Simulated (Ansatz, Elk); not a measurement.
# Li2ScBr4: X-ray structure factors from the self-consistent density

The structure of Li2ScBr4 used here is made up (a known structure type with other elements) and was relaxed beforehand with PBE. The aim is the Fourier transform of its all-electron density, F(hkl), set beside the sum over free spherical atoms that refinements use.

Program: Elk 11.2.3 (patched build). Level of theory: DFT, PBE, all-electron APW+lo, Dirac cores, scalar-relativistic bands, static density, no spin. Results are calculated unless marked as measured.

This account leaves out most program logs.

The structure was built from a prototype and need not be the compound's stable phase.

### 1. Starting point

The structure is tetragonal, space group P-42m (No. 111). Conventional cell: a = 5.927 Å, b = 5.927 Å, c = 6.188 Å, α = 90.00°, β = 90.00°, γ = 90.00°. Nearest to Br lie 2 Li at 2.56 Å and 1 Sc at 2.65 Å. Nearest to Sc lie 4 Br at 2.65 Å. Nearest to Li lie 4 Br at 2.56 Å. Farther neighbours and most contacts between anions are not listed.

### 2. Ground state and structure factors

An all-electron density is needed, since X-rays see the cores too. Task 0 finds the density and task 195 Fourier-transforms it; tshift is off so that phases refer to the origin typed.

Input file elk.in:

```
tasks
  0
  195

xctype
  20

spinpol
  .false.

rgkmax
  7.0

gmaxvr
  14.0

lmaxo
  7

lmaxapw
  8

swidth
  0.002

tshift
  .false.

ramdisk
  .false.

hmaxvr
  5.5

maxscl
  120

epspot
  1e-06

sppath
  './'

avec
  11.20119291742 0.00000000000 0.00000000000
  0.00000000000 11.20119291742 -0.00000000000
  0.00000000000 -0.00000000000 11.69455991368

atoms
  3
  'Br.in'
  4
  0.7500106138 0.7500106138 0.2611617338   0.000000 0.000000 0.000000
  0.7500106138 0.2499893862 0.7388382662   0.000000 0.000000 0.000000
  0.2499893862 0.2499893862 0.2611617338   0.000000 0.000000 0.000000
  0.2499893862 0.7500106138 0.7388382662   0.000000 0.000000 0.000000
  'Sc.in'
  1
  0.0000000000 0.0000000000 0.0000000000   0.000000 0.000000 0.000000
  'Li.in'
  2
  0.5000000000 0.0000000000 0.5000000000   0.000000 0.000000 0.000000
  0.0000000000 0.5000000000 0.5000000000   0.000000 0.000000 0.000000

ngridk
  4 4 4
```

Started as:

```bash
> OMP_NUM_THREADS=4 elk
```

The job ended after 66 s (4 threads of Intel Xeon 6975P-C (Granite Rapids), shared host; peak memory 0.34 GiB).

SFACRHO.OUT:

```text

h k l indices transformed by vhmat matrix:
   1.000000000       0.000000000       0.000000000    
   0.000000000       1.000000000       0.000000000    
   0.000000000       0.000000000       1.000000000    

      h      k      l  multipl.   |H|            Re(F)            Im(F)           |F|

      0      0      0      1   0.0000000       167.00000      0.41217486E-15   167.00000    
      0      0     -1      2  0.53727420       4.8915690     -0.43720966E-15   4.8915690    
      1      0      0      4  0.56093894       19.066093      0.10541945E-13   19.066093    
      1      0      1      8  0.77673423       17.779298      0.12298812E-13   17.779298    
      1      1      0      4  0.79328746       13.527836      0.17936231E-15   13.527836    
     -1     -1     -1      4  0.95810676       20.895131       121.94848       123.72566    
     -1      1     -1      4  0.95810676       20.895131      -121.94848       123.72566    
      0      0     -2      2   1.0745484      -97.210927      0.72125440E-13   97.210927    
      0     -2      0      4   1.1218779      -97.262548     -0.79054541E-13   97.262548    
     -1      0      2      8   1.2121496       15.663677     -0.37317425E-15   15.663677    
     -2      0     -1      8   1.2438945       19.952786      0.92954911E-14   19.952786    
     -1     -2      0      8   1.2542976       15.439001      0.50488203E-14   15.439001    
     -1     -1     -2      4   1.3356494       11.653084      -15.474687       19.371637    
      1      1      2      4   1.3356494       11.653084       15.474687       19.371637    
     -2      1      1      8   1.3645241       15.012598      0.23471323       15.014433    
     -2     -1      1      8   1.3645241       15.012598     -0.23471323       15.014433    
      0     -2      2      8   1.5534685       121.65385      0.10158271E-12   121.65385    
     -2      2      0      4   1.5865749       121.64194     -0.46098974E-14   121.64194
```

Elk indexes on the primitive cell of elk.in and gives |H| = 4π sin θ/λ in inverse bohr. Below, one row stands for each form hkl of the conventional cell (m members, Friedel mates merged), F is for one primitive cell and the density is static (no thermal factor). Free-atom factors are Waasmaier and Kirfel's, and R is Σm||F|−|F'||/Σm|F|.

| hkl | m | sin θ/λ (Å⁻¹) | abs F, DFT | neutral atoms | diff. | abs of complex diff. |
| --- | --- | --- | --- | --- | --- | --- |
| 001 | 2 | 0.081 | 4.892 | 4.955 | -0.063 | 0.063 |
| 100 | 4 | 0.084 | 19.066 | 18.939 | +0.127 | 0.127 |
| 101 | 8 | 0.117 | 17.779 | 17.753 | +0.027 | 0.027 |
| 110 | 4 | 0.119 | 13.528 | 13.527 | +0.001 | 0.001 |
| 111 | 8 | 0.144 | 123.725 | 122.977 | +0.748 | 0.752 |
| 002 | 2 | 0.162 | 97.211 | 96.974 | +0.237 | 0.237 |
| 200 | 4 | 0.169 | 97.263 | 97.040 | +0.223 | 0.223 |
| 102 | 8 | 0.182 | 15.664 | 15.648 | +0.016 | 0.016 |
| 201 | 8 | 0.187 | 19.953 | 19.902 | +0.051 | 0.051 |
| 210 | 8 | 0.189 | 15.439 | 15.460 | -0.021 | 0.021 |
| 112 | 8 | 0.201 | 19.372 | 19.372 | -0.001 | 0.029 |
| 211 | 16 | 0.205 | 15.014 | 14.985 | +0.030 | 0.222 |
| 202 | 8 | 0.234 | 121.654 | 121.706 | -0.052 | 0.052 |
| 220 | 4 | 0.239 | 121.642 | 121.776 | -0.134 | 0.134 |

### 3. The highest occupied states alone

An energy window below the Fermi level keeps the highest occupied states, to see at which angles they scatter; shallow core shells can lie inside it and anion s states outside. No new self-consistency is needed.

elk.in, as its differences from that of step 2:

```diff
@@ -1,3 +1,2 @@
 tasks
-  0
   195
@@ -40,2 +39,5 @@
 
+wsfac
+  -0.230890 0.436610
+
 sppath
```

Started as:

```bash
> OMP_NUM_THREADS=4 elk
```

It took 14 s on 4 threads; peak memory 0.22 GiB; 16 s of CPU time.

States within 10 eV below the Fermi level hold 25.00 electrons; any levels below the window count with the cores. Their amplitudes can exceed the total, where window and core parts have opposite phase:

| hkl | sin θ/λ (Å⁻¹) | abs F, window | abs F, all |
| --- | --- | --- | --- |
| 001 | 0.081 | 0.336 | 4.892 |
| 100 | 0.084 | 1.563 | 19.066 |
| 101 | 0.117 | 1.007 | 17.779 |
| 110 | 0.119 | 0.654 | 13.528 |
| 111 | 0.144 | 9.984 | 123.725 |
| 002 | 0.162 | 7.138 | 97.211 |
| 200 | 0.169 | 6.620 | 97.263 |
| 102 | 0.182 | 0.525 | 15.664 |
| 201 | 0.187 | 0.835 | 19.953 |
| 210 | 0.189 | 0.451 | 15.439 |

### 4. Another functional

The difference from free atoms is small, so it is set against the change that LDA (Perdew-Wang) makes.

elk.in, as its differences from that of step 3:

```diff
@@ -1,2 +1,3 @@
 tasks
+  0
   195
@@ -4,3 +5,3 @@
 xctype
-  20
+  3
 
@@ -39,5 +40,2 @@
 
-wsfac
-  -0.230890 0.436610
-
 sppath
```

Started as:

```bash
> OMP_NUM_THREADS=4 elk
```

The job ended after 50 s (4 threads; peak memory 0.3 GiB; 2.7 min of CPU time).

Against the first run R = 0.08 %; the largest change is -0.102 at 602.

### 5. A coarser k-mesh

About half the k-points along each axis test the sampling.

elk.in, as its differences from that of step 4:

```diff
@@ -5,3 +5,3 @@
 xctype
-  3
+  20
 
@@ -65,2 +65,2 @@
 ngridk
-  4 4 4
+  2 2 2
```

Started as:

```bash
> OMP_NUM_THREADS=4 elk
```

It took 42 s on 4 threads; peak memory 0.34 GiB.

Against the first run R = 0.01 %; the largest change is -0.027 at 110.

### 6. Settings against the effect

| run | R against the first run (%) | R against neutral atoms, low angle (%) | wall time |
| --- | --- | --- | --- |
| PBE, rgkmax 7 | 0.00 | 0.28 | 66 s |
| LDA (Perdew-Wang) | 0.08 | 0.25 | 50 s |
| k-mesh 2×2×2 | 0.01 | 0.27 | 42 s |

### 7. What came out

* R against neutral atoms, sin θ/λ < 0.3 Å⁻¹: 0.28 %
* R against neutral atoms, 0.3 to 0.60 Å⁻¹: 0.24 %

What this shows: Independent neutral atoms miss the calculated amplitudes by R = 0.28 % below 0.3 Å⁻¹ and 0.24 % from there to 0.60 Å⁻¹; by shells, 0.54 % below 0.15 Å⁻¹ (5 forms), 0.23 % 0.15 to 0.3 (20 forms), 0.25 % 0.3 to 0.45 (46 forms), 0.23 % above 0.45 (78 forms). Bonding, aspherical density and the tables' own atoms all enter these figures, and the runs don't part them. The largest change of an amplitude is +0.75 electrons, at 111. R counts amplitudes alone; phases shift too. The window's part falls from 25.0 electrons at the origin to at most 0.41 between 0.45 and 0.60 Å⁻¹. Below 0.3 Å⁻¹ the changes that finished (LDA (Perdew-Wang) and k-mesh 2×2×2) move F by R = 0.05 % at most, against the 0.28 % that separates it from free atoms. The basis has no finished test. The electron count is odd, so without spin the run is a metal by force. Part of the difference isn't bonding: the tables are fits to free atoms and ions calculated by other methods than this functional. Thermal motion, anomalous dispersion and extinction are left out.

[Logs are printed without paths, hosts, clocks, repeated set-up lines and the standing remarks that a program may print on its own settings, such as how far it seeks lower states.]

[Hosts, paths, dates, database ids (printed as entryN), source tags and the programs' standing remarks are cut or masked in the printed files.]
